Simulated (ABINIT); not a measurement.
# A GW chain in ABINIT: BaTiO3 (Pm-3m), part 2 of 3

How does a plane-wave GW calculation on BaTiO3 (Pm-3m) run from the first input to the gap?

ABINIT 10.8.3; LDA and many-body steps on it, plane waves. Known limits of the many-body steps: not at the basis limit; no spin-orbit coupling; coarse k mesh.

So far. Step 2 (Ground state): The gap is indirect, with the least direct gap 0.14 eV higher.

## Step 3: Bands along the symmetry lines

Level of this step: DFT, LDA, plane waves, norm-conserving pseudopotentials (ABINIT).

The cheap functional maps the bands first; the places of the edges decide which points the dearer methods must see.

Input file run.abi:

```
acell 3*1.0 Angstrom
rprim 
  4.006000000000 0.000000000000 0.000000000000
  0.000000000000 4.006000000000 0.000000000000
  0.000000000000 0.000000000000 4.006000000000
ntypat 3
znucl 56 22 8
natom 5
typat 1 2 3 3 3
xred 
  0.500000000000 0.500000000000 0.500000000000
  0.000000000000 0.000000000000 0.000000000000
  0.500000000000 0.000000000000 0.000000000000
  0.000000000000 0.500000000000 0.000000000000
  0.000000000000 0.000000000000 0.500000000000
pp_dirpath "pseudos"
pseudos "Ba.upf, Ti.upf, O.upf"
ecut 38
iscf -2
irdden 1
kptopt 0
nkpt 50
kpt 
  0.00000000 0.00000000 0.00000000
  0.00000000 0.06250000 0.00000000
  0.00000000 0.12500000 0.00000000
  0.00000000 0.18750000 0.00000000
  0.00000000 0.25000000 0.00000000
  0.00000000 0.31250000 0.00000000
  0.00000000 0.37500000 0.00000000
  0.00000000 0.43750000 0.00000000
  0.00000000 0.50000000 0.00000000
  0.06250000 0.50000000 0.00000000
  0.12500000 0.50000000 0.00000000
  0.18750000 0.50000000 0.00000000
  0.25000000 0.50000000 0.00000000
  0.31250000 0.50000000 0.00000000
  0.37500000 0.50000000 0.00000000
  0.43750000 0.50000000 0.00000000
  0.50000000 0.50000000 0.00000000
  0.43750000 0.43750000 0.00000000
  0.37500000 0.37500000 0.00000000
  0.31250000 0.31250000 0.00000000
  0.25000000 0.25000000 0.00000000
  0.18750000 0.18750000 0.00000000
  0.12500000 0.12500000 0.00000000
  0.06250000 0.06250000 0.00000000
  0.00000000 0.00000000 0.00000000
  0.06250000 0.06250000 0.06250000
  0.12500000 0.12500000 0.12500000
  0.18750000 0.18750000 0.18750000
  0.25000000 0.25000000 0.25000000
  0.31250000 0.31250000 0.31250000
  0.37500000 0.37500000 0.37500000
  0.43750000 0.43750000 0.43750000
  0.50000000 0.50000000 0.50000000
  0.43750000 0.50000000 0.43750000
  0.37500000 0.50000000 0.37500000
  0.31250000 0.50000000 0.31250000
  0.25000000 0.50000000 0.25000000
  0.18750000 0.50000000 0.18750000
  0.12500000 0.50000000 0.12500000
  0.06250000 0.50000000 0.06250000
  0.00000000 0.50000000 0.00000000
  0.50000000 0.50000000 0.50000000
  0.50000000 0.50000000 0.43750000
  0.50000000 0.50000000 0.37500000
  0.50000000 0.50000000 0.31250000
  0.50000000 0.50000000 0.25000000
  0.50000000 0.50000000 0.18750000
  0.50000000 0.50000000 0.12500000
  0.50000000 0.50000000 0.06250000
  0.50000000 0.50000000 0.00000000
istwfk *1
nband 31
nbdbuf 6
tolwfr 1e-07
nstep 50
prtwf 0
prtvol 0
indata_prefix "in"
outdata_prefix "out"
tmpdata_prefix "tmp"
```

Command:

```bash
OMP_NUM_THREADS=1 mpirun -n 8 abinit run.abi > log
```

Numbers of over 12 decimals in the logs are rounded to 6 here.

The program printed:

```text
.Version 10.8.3 of ABINIT. v10.8.2 released Aug 2026.

 Symmetries : space group Pm -3 m (#221); Bravais cP (primitive cubic)
[... echo of the input left out ...]
== DATASET  1 ==================================================================
-   mpi_nproc: 8, omp_nthreads: 1 (-1 if OMP is not activated)

--- !DatasetInfo
iteration_state: {dtset: 1, }
dimensions: {natom: 5, nkpt: 50, mband: 31, nsppol: 1, nspinor: 1, nspden: 1, mpw: 4945, }
cutoff_energies: {ecut:  38.0, pawecutdg:  -1.0, }
electrons: {nelect:   4.00000000E+01, charge:   0.00000000E+00, occopt:   1.00000000E+00, tsmear:   1.00000000E-02, }

 Real(R)+Recip(G) space primitive vectors, cartesian coordinates (Bohr,Bohr^-1):
 R(1)=  7.5702429  0.0000000  0.0000000  G(1)=  0.1320962  0.0000000  0.0000000
 R(2)=  0.0000000  7.5702429  0.0000000  G(2)=  0.0000000  0.1320962  0.0000000
 R(3)=  0.0000000  0.0000000  7.5702429  G(3)=  0.0000000  0.0000000  0.1320962
 Unit cell volume ucvol=  4.3383985E+02 bohr^3
 Angles (23,13,12)=  9.00000000E+01  9.00000000E+01  9.00000000E+01 degrees

 getcut: wavevector=  0.0000  0.0000  0.0000  ngfft=  45  45  45
         ecut(hartree)=     38.000   => boxcut(ratio)=   2.09453

--- Pseudopotential description ------------------------------------------------
- Ba Generated using ONCVPSP code by D. R. Hamann
- 56.00000  10.00000  180309                  znucl, zion, pspdat
12 -1012 2 -1 1912                            pspcod,pspxc,lmax,lloc,mmax
     nproj     2     2     2
  pspatm : epsatm=   25.95172157
         --- l  ekb(1:nproj) -->
             0    6.668455    0.685657
             1    5.046948    0.410312
             2    2.551809    0.419281
 pspatm: atomic psp has been read  and splines computed

- Ti Generated using ONCVPSP code by D. R. Hamann
- 22.00000  12.00000  180309                  znucl, zion, pspdat
12 -1012 2 -1 1568                            pspcod,pspxc,lmax,lloc,mmax
     nproj     2     2     2
  pspatm : epsatm=   14.84363209
         --- l  ekb(1:nproj) -->
[...]
pspatm: atomic psp has been read  and splines computed

- O Generated using ONCVPSP code by D. R. Hamann
-  8.00000   6.00000  201201                  znucl, zion, pspdat
12 -1012 2 -1 926                             pspcod,pspxc,lmax,lloc,mmax
     nproj     2     2     1
  pspatm : epsatm=    6.27558587
         --- l  ekb(1:nproj) -->
[...]
2   -1.033686
 pspatm: atomic psp has been read  and splines computed

--------------------------------------------------------------------------------

================================================================================
 prteigrs : about to open file out_EIG
 Non-SCF case, kpt    1 (  0.00000  0.00000  0.00000), residuals and eigenvalues=
  4.52E-08  8.97E-09  2.87E-08  5.19E-08  2.43E-08  8.30E-08  1.70E-08  4.09E-08
[...]
1.9792E-01  2.2670E-01  3.5847E-01  3.5847E-01  3.7386E-01  4.0774E-01
  5.1370E-01  5.1740E-01  5.3046E-01  5.9360E-01  5.9360E-01  6.3456E-01
  7.0438E-01

--- !ResultsGS
iteration_state: {dtset: 1, }
comment   : Summary of ground state results
lattice_vectors:
- [  7.5702429,   0.0000000,   0.0000000, ]
- [  0.0000000,   7.5702429,   0.0000000, ]
- [  0.0000000,   0.0000000,   7.5702429, ]
lattice_lengths: [   7.57024,    7.57024,    7.57024, ]
lattice_angles: [ 90.000,  90.000,  90.000, ] # degrees, (23, 13, 12)
lattice_volume:   4.3383985E+02
convergence: {deltae:  0.000E+00, res2:  0.000E+00, residm:  9.999E-08, diffor:  0.000E+00, }
etotal    :  -1.37395173E+02
entropy   :   0.00000000E+00
fermie    :   2.29449544E-01
cartesian_stress_tensor: null
pressure_GPa: null
xred      :
- [  5.0000E-01,   5.0000E-01,   5.0000E-01, Ba]
- [  0.0000E+00,   0.0000E+00,   0.0000E+00, Ti]
- [  5.0000E-01,   0.0000E+00,   0.0000E+00,  O]
- [  0.0000E+00,   5.0000E-01,   0.0000E+00,  O]
- [  0.0000E+00,   0.0000E+00,   5.0000E-01,  O]
cartesian_forces: null
force_length_stats: {min: null, max: null, mean: null, }

 Integrated electronic density in atomic spheres:
 ------------------------------------------------
 Atom  Sphere_radius  Integrated_density
[...]
================================================================================

 ----iterations are completed or convergence reached----

 Mean square residual over all n,k,spin=   47.945E-09; max=  99.992E-09
 reduced coordinates (array xred) for    5 atoms
[...]
0.000000000000      0.500000000000      0.000000000000
       0.000000000000      0.000000000000      0.500000000000

 cartesian coordinates (angstrom) at end:
    1      2.003000     2.003000     2.003000
    2      0.000000     0.000000     0.000000
    3      2.003000     0.000000     0.000000
    4      0.000000     2.003000     0.000000
    5      0.000000     0.000000     2.003000
 length scales=  1.889726125908  1.889726125908  1.889726125908 bohr
              =  1.000000000000  1.000000000000  1.000000000000 angstroms
 prteigrs : about to open file out_EIG
 Eigenvalues (hartree) for nkpt=  50  k points:
 kpt#   1, nband= 31, wtk=  1.00000, kpt=  0.0000  0.0000  0.0000 (reduced coord)
[...]
kpt#   2, nband= 31, wtk=  1.00000, kpt=  0.0000  0.0625  0.0000 (reduced coord)
[...]
kpt#   3, nband= 31, wtk=  1.00000, kpt=  0.0000  0.1250  0.0000 (reduced coord)
[...]
kpt#  49, nband= 31, wtk=  1.00000, kpt=  0.5000  0.5000  0.0625 (reduced coord)
[...]
0.51370    0.51592    0.53211    0.58609    0.58609    0.63355    0.70889
 kpt#  50, nband= 31, wtk=  1.00000, kpt=  0.5000  0.5000  0.0000 (reduced coord)
[...]
-0.13262   -0.13262   -0.11770    0.07043    0.07916    0.08773    0.12986    0.12986
   0.16572    0.19792    0.19792    0.22670    0.35847    0.35847    0.37386    0.40774
   0.51370    0.51740    0.53046    0.59360    0.59360    0.63456    0.70438

== END DATASET(S) ==============================================================
================================================================================

 -outvars: echo values of variables after computation  --------
            nband          31
             nkpt          50
          spgroup         221
 [... the other variables as echoed above ...]

 Calculation completed.
```

Elapsed: 24 s, on 8 MPI ranks of Arm Neoverse V1, shared host; peak memory 0.62 GiB.

Numbers from this step:

* gap: 1.712 eV
* k of the valence top: 0.5, 0.5, 0.5
* k of the conduction bottom: 0, 0, 0
* least direct gap: 1.848 eV

The gap is 1.712 eV, as in the run before at this level.

The electronic bands at the labelled points (eV, zero at the top of the highest filled band):

| point | band 17 | band 18 | band 19 | band 20 | band 21 | band 22 | band 23 | band 24 |
| --- | --- | --- | --- | --- | --- | --- | --- | --- |
| Γ | -1.11 | -0.14 | -0.14 | -0.14 | 1.71 | 1.71 | 1.71 | 4.01 |
| halfway | -1.56 | -1.24 | -0.47 | -0.47 | 1.79 | 2.70 | 2.70 | 4.01 |
| X | -1.85 | -1.85 | -0.71 | -0.71 | 1.87 | 3.50 | 3.50 | 4.01 |
| halfway | -1.38 | -1.30 | -1.11 | -0.50 | 2.76 | 3.50 | 3.62 | 4.67 |
| M | -1.73 | -0.86 | -0.86 | -0.07 | 3.51 | 3.51 | 3.93 | 4.85 |
| halfway | -1.50 | -1.02 | -0.96 | -0.47 | 2.66 | 2.80 | 3.04 | 4.57 |
| Γ | -1.11 | -0.14 | -0.14 | -0.14 | 1.71 | 1.71 | 1.71 | 4.01 |
| halfway | -2.36 | -0.71 | -0.71 | -0.59 | 3.16 | 3.17 | 3.17 | 5.97 |
| R | -2.39 | 0.00 | 0.00 | 0.00 | 4.19 | 4.19 | 4.19 | 6.72 |
| halfway | -2.18 | -0.91 | -0.60 | -0.50 | 3.27 | 3.71 | 3.73 | 5.93 |
| X | -1.85 | -1.85 | -0.71 | -0.71 | 1.87 | 3.50 | 3.50 | 4.01 |
| jump to R | -2.39 | 0.00 | 0.00 | 0.00 | 4.19 | 4.19 | 4.19 | 6.72 |
| halfway | -2.48 | -0.52 | -0.52 | -0.04 | 3.82 | 3.82 | 4.06 | 6.25 |
| M | -1.73 | -0.86 | -0.86 | -0.07 | 3.51 | 3.51 | 3.93 | 4.85 |

## Step 4: Empty states on the mesh, 4×4×4 mesh, 148 bands

The sums over transitions need many empty states on a uniform mesh; this step solves for them.

Input file run.abi:

```
acell 3*1.0 Angstrom
rprim 
  4.006000000000 0.000000000000 0.000000000000
  0.000000000000 4.006000000000 0.000000000000
  0.000000000000 0.000000000000 4.006000000000
ntypat 3
znucl 56 22 8
natom 5
typat 1 2 3 3 3
xred 
  0.500000000000 0.500000000000 0.500000000000
  0.000000000000 0.000000000000 0.000000000000
  0.500000000000 0.000000000000 0.000000000000
  0.000000000000 0.500000000000 0.000000000000
  0.000000000000 0.000000000000 0.500000000000
pp_dirpath "pseudos"
pseudos "Ba.upf, Ti.upf, O.upf"
ecut 38
ngkpt 4 4 4
nshiftk 1
shiftk 0 0 0
kptopt 1
chksymbreak 0
irdden 1
istwfk *1
nband 148
prtvol 0
optdriver 6
gwr_task "HDIAGO"
paral_kgb 0
occopt 1
indata_prefix "in"
outdata_prefix "out"
tmpdata_prefix "tmp"
```

The program printed:

```text
[banner, memory and clock lines left out]
.Version 10.8.3 of ABINIT. v10.8.2 released Aug 2026.

 Symmetries : space group Pm -3 m (#221); Bravais cP (primitive cubic)
[... echo of the input left out ...]
== DATASET  1 ==================================================================
-   mpi_nproc: 8, omp_nthreads: 1 (-1 if OMP is not activated)

--- !DatasetInfo
iteration_state: {dtset: 1, }
dimensions: {natom: 5, nkpt: 10, mband: 148, nsppol: 1, nspinor: 1, nspden: 1, mpw: 4945, }
cutoff_energies: {ecut:  38.0, pawecutdg:  -1.0, }
electrons: {nelect:   4.00000000E+01, charge:   0.00000000E+00, occopt:   1.00000000E+00, tsmear:   1.00000000E-02, }

.Using double precision arithmetic; gwpc =  8

- Reading GS density from: in_DEN

--- Pseudopotential description ------------------------------------------------
- Ba Generated using ONCVPSP code by D. R. Hamann
- 56.00000  10.00000  180309                  znucl, zion, pspdat
12 -1012 2 -1 1912                            pspcod,pspxc,lmax,lloc,mmax
     nproj     2     2     2
  pspatm : epsatm=   25.95172157
         --- l  ekb(1:nproj) -->
             0    6.668455    0.685657
             1    5.046948    0.410312
             2    2.551809    0.419281
 pspatm: atomic psp has been read  and splines computed

- Ti Generated using ONCVPSP code by D. R. Hamann
- 22.00000  12.00000  180309                  znucl, zion, pspdat
12 -1012 2 -1 1568                            pspcod,pspxc,lmax,lloc,mmax
     nproj     2     2     2
  pspatm : epsatm=   14.84363209
         --- l  ekb(1:nproj) -->
[...]
pspatm: atomic psp has been read  and splines computed

- O Generated using ONCVPSP code by D. R. Hamann
-  8.00000   6.00000  201201                  znucl, zion, pspdat
12 -1012 2 -1 926                             pspcod,pspxc,lmax,lloc,mmax
     nproj     2     2     1
  pspatm : epsatm=    6.27558587
         --- l  ekb(1:nproj) -->
             0    6.026028    0.816167
             1   -4.798959   -1.172522
             2   -1.033686
 pspatm: atomic psp has been read  and splines computed

   2.38488445E+03                                ecore*ucvol(ha*bohr**3)

 Total charge density [el/Bohr^3]
)     Maximum=    1.3338E+00  at reduced coord.    0.0000    0.0000    0.9111
)     Minimum=    1.4379E-03  at reduced coord.    0.4889    0.4889    0.4889
   Integrated=    4.0000E+01

 === KS gaps after direct diagonalization ===
 Indirect band gap semiconductor
 Fundamental gap:     1.712 (eV)
   VBM:     6.244 (eV) at k: [ 5.0000E-01,  5.0000E-01,  5.0000E-01]
   CBM:     7.956 (eV) at k: [ 0.0000E+00,  0.0000E+00,  0.0000E+00]
 Direct gap:         1.848 (eV) at k: [ 0.0000E+00,  0.0000E+00,  0.0000E+00]

== END DATASET(S) ==============================================================

 -outvars: echo values of variables after computation  --------
           etotal      0.0000000000E+00
            nband         148
             nkpt          10
          spgroup         221
 [... the other variables as echoed above ...]

 Calculation completed.
```

It took 2.7 min on 8 MPI ranks; peak memory 10 GiB; 21 min of CPU time.

Numbers from this step:

```yaml
gap: 1.712 eV
k_of_the_valence_top: 0.5, 0.5, 0.5
k_of_the_conduction_bottom: 0, 0, 0
least_direct_gap: 1.848 eV
k_points_computed: 10
lowest_point_of_the_top_converged_band_above_the_valence_top: 74.5046 eV
```

On this mesh the gap is 1.712 eV.

## Step 5: Screening, 4×4×4 mesh, 140 bands, screening to 130.6 eV

The RPA dielectric matrix is built and inverted for each q.

This step: RPA screening on LDA, plane waves, norm-conserving pseudopotentials.

Changes to run.abi since step 4:

```diff
@@ -23,10 +23,11 @@
 chksymbreak 0
-irdden 1
 istwfk *1
-nband 148
-prtvol 0
-optdriver 6
-gwr_task "HDIAGO"
-paral_kgb 0
 occopt 1
+irdwfk 1
+optdriver 3
+nband 140
+ecuteps 4.8
+inclvkb 2
+awtr 1
+symchi 1
 indata_prefix "in"
```

The program printed:

```text
.Version 10.8.3 of ABINIT. v10.8.2 released Aug 2026.

 Symmetries : space group Pm -3 m (#221); Bravais cP (primitive cubic)
[... echo of the input left out ...]
== DATASET  1 ==================================================================
-   mpi_nproc: 8, omp_nthreads: 1 (-1 if OMP is not activated)

--- !DatasetInfo
iteration_state: {dtset: 1, }
dimensions: {natom: 5, nkpt: 10, mband: 140, nsppol: 1, nspinor: 1, nspden: 1, mpw: 4945, }
cutoff_energies: {ecut:  38.0, pawecutdg:  -1.0, }
electrons: {nelect:   4.00000000E+01, charge:   0.00000000E+00, occopt:   1.00000000E+00, tsmear:   1.00000000E-02, }

 SCREENING: Calculation of the susceptibility and dielectric matrices

 Based on a program developped by R.W. Godby, V. Olevano, G. Onida, and L. Reining.
 Incorporated in ABINIT by V. Olevano, G.-M. Rignanese, and M. Torrent.
.Using double precision arithmetic ; gwpc =  8

[... cell and pseudopotentials left out ...]
--------------------------------------------------------------------------------

 ==== K-mesh for the wavefunctions ====
 Number of points in the irreducible wedge :    10
[... list of points left out ...]
 Together with 48 symmetry operations and time-reversal symmetry
 yields    64 points in the full Brillouin Zone.

 ==== Q-mesh for the screening function ====
 Number of points in the irreducible wedge :    10
[... list of points left out ...]
 Together with 48 symmetry operations and time-reversal symmetry
 yields    64 points in the full Brillouin Zone.

 setmesh: FFT mesh size selected  =    30x   30x   30
          total number of points  =        27000

 vcoul_init : cutoff-mode = AUXILIARY_FUNCTION
 q-points for optical limit:   1
     1)      0.000010    0.000020    0.000030

- screening: taking advantage of time-reversal symmetry
- Maximum band index for partially occupied states nbvw = 20
- Remaining bands to be divided among processors   nbcw = 120
- Number of bands treated by each node ~15

 Number of electrons calculated from density =   40.0000; Expected =   40.0000
 average of density, n =  0.092200
 r_s =    1.3732
 omega_plasma =   29.2901 [eV]

 calculating chi0 at frequencies [eV] :
  1    0.000000E+00    0.000000E+00
  2    0.000000E+00    2.929010E+01

--------------------------------------------------------------------------------
  q-point number  1        q = ( 0.000000, 0.000000, 0.000000) [r.l.u.]
--------------------------------------------------------------------------------
[... chi0 elements left out ...]
 For q-point:  0.000010 0.000020 0.000030
  dielectric constant =   7.1255
  dielectric constant without local fields =   7.5579

  Average fulfillment of the sum rule on Im[epsilon] for q-point    1 :     69.06  [%]
[... wings left out ...]
  q-point number  2        q = ( 0.250000, 0.000000, 0.000000) [r.l.u.]
--------------------------------------------------------------------------------
[... chi0 elements left out ...]
  Average fulfillment of the sum rule on Im[epsilon] for q-point    2 :     79.43  [%]

 [... 8 further q-points ...]
```

Run time: 54 s. Hardware: 8 MPI ranks; peak memory 2.2 GiB.

This step gave:

| Quantity | Value |
| --- | --- |
| ε∞ with local fields, on this mesh, along the program's q direction | 7.125 |
| the same without local fields | 7.558 |
| plasma frequency | 29.29 eV |
| plane waves in the screening matrix | 203 |

Local fields lower ε∞ by 6 %. On a Γ-centred mesh this coarse the value itself is usually too large, while a short band sum pulls it down.

(Part 2 of 3 ends here.)

[Paths, hosts, dates, memory and timing lines, banners, echoed tables and standing remarks are left out of the program output.]

[Logs are printed without paths, hosts, clocks, repeated set-up lines and the standing remarks that a program may print on its own settings, such as how far it seeks lower states.]

[Runs of the session that timed out or met a known fault of the program may be left out.]

[Hosts, paths, dates, database ids (printed as entryN), source tags and the programs' standing remarks are cut or masked in the printed files.]

[G0W0 gaps are taken among the corrected bands and points alone; a level outside them can change the order at an edge.]

[Where Ansatz stands beside ABINIT at settings called matched, ABINIT's density can come from a denser mesh and the files from another edition; pairs whose starting gaps differed by over 0.03 eV were left out, so agreement reads better than it is.]
